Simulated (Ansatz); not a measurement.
Bi2Te2Pb2S3 (P-3m1), computed twice by G0W0.

```
Bi Te Pb S
1.0
     4.25788    0.00000    0.00000
    -2.12894    3.68743    0.00000
     0.00000    0.00000   16.94310
Bi Te Pb S
2 2 2 3
Direct
  0.00000 0.00000 0.19477
  0.00000 0.00000 0.80523
  0.33333 0.66667 0.91060
  0.66667 0.33333 0.08940
  0.33333 0.66667 0.60123
  0.66667 0.33333 0.39877
  0.33333 0.66667 0.29817
  0.66667 0.33333 0.70183
  0.00000 0.00000 0.50000
```

The cell and positions come from the Crystallography Open Database and are kept as given unless a step says otherwise. Spin-orbit coupling is left out unless a run names it. PAW set soft_2, made with PBE.

The first (Ansatz 0.2.0; start PBE, 6×6×2 mesh, 130 empty bands, screening to 36 eV; 1 × NVIDIA H100 80GB HBM3 (shared by 3 runs) with 3 threads of AMD EPYC 7R13 (Zen 3), shared host) gave, on its mesh: starting gap 0.38 eV, G0W0 gap 0.43 eV, RPA ε∞ (mean) 20.04, 13 s.

The second gave: starting gap 0.38 eV, G0W0 gap 0.56 eV, RPA ε∞ (mean) 19.51, 22 s.

What was changed in the input? Choose among start, files, mesh, bands and cutoff, frequency model or another key.

Changed: empty bands from 130 to 369 and screening cutoff (eV) from 36 to 72. The starting gap stayed, which rules out the functional and points to the GW step. Other changes could give like numbers; this is the one that was made.

Limits: not at the basis limit; model gap, bands may invert with spin-orbit coupling; no spin-orbit coupling; coarse k mesh.

[Paths, hosts, dates, memory and timing lines, banners, echoed tables and standing remarks are left out of the program output.]

[Logs are printed without paths, hosts, clocks, repeated set-up lines and the standing remarks that a program may print on its own settings, such as how far it seeks lower states.]

[Runs of the session that timed out or met a known fault of the program may be left out.]

[Cells called generated may have been cut or substituted from an entry of the Crystallography Open Database or the Materials Project.]

[Hosts, paths, dates, database ids (printed as entryN), source tags and the programs' standing remarks are cut or masked in the printed files.]
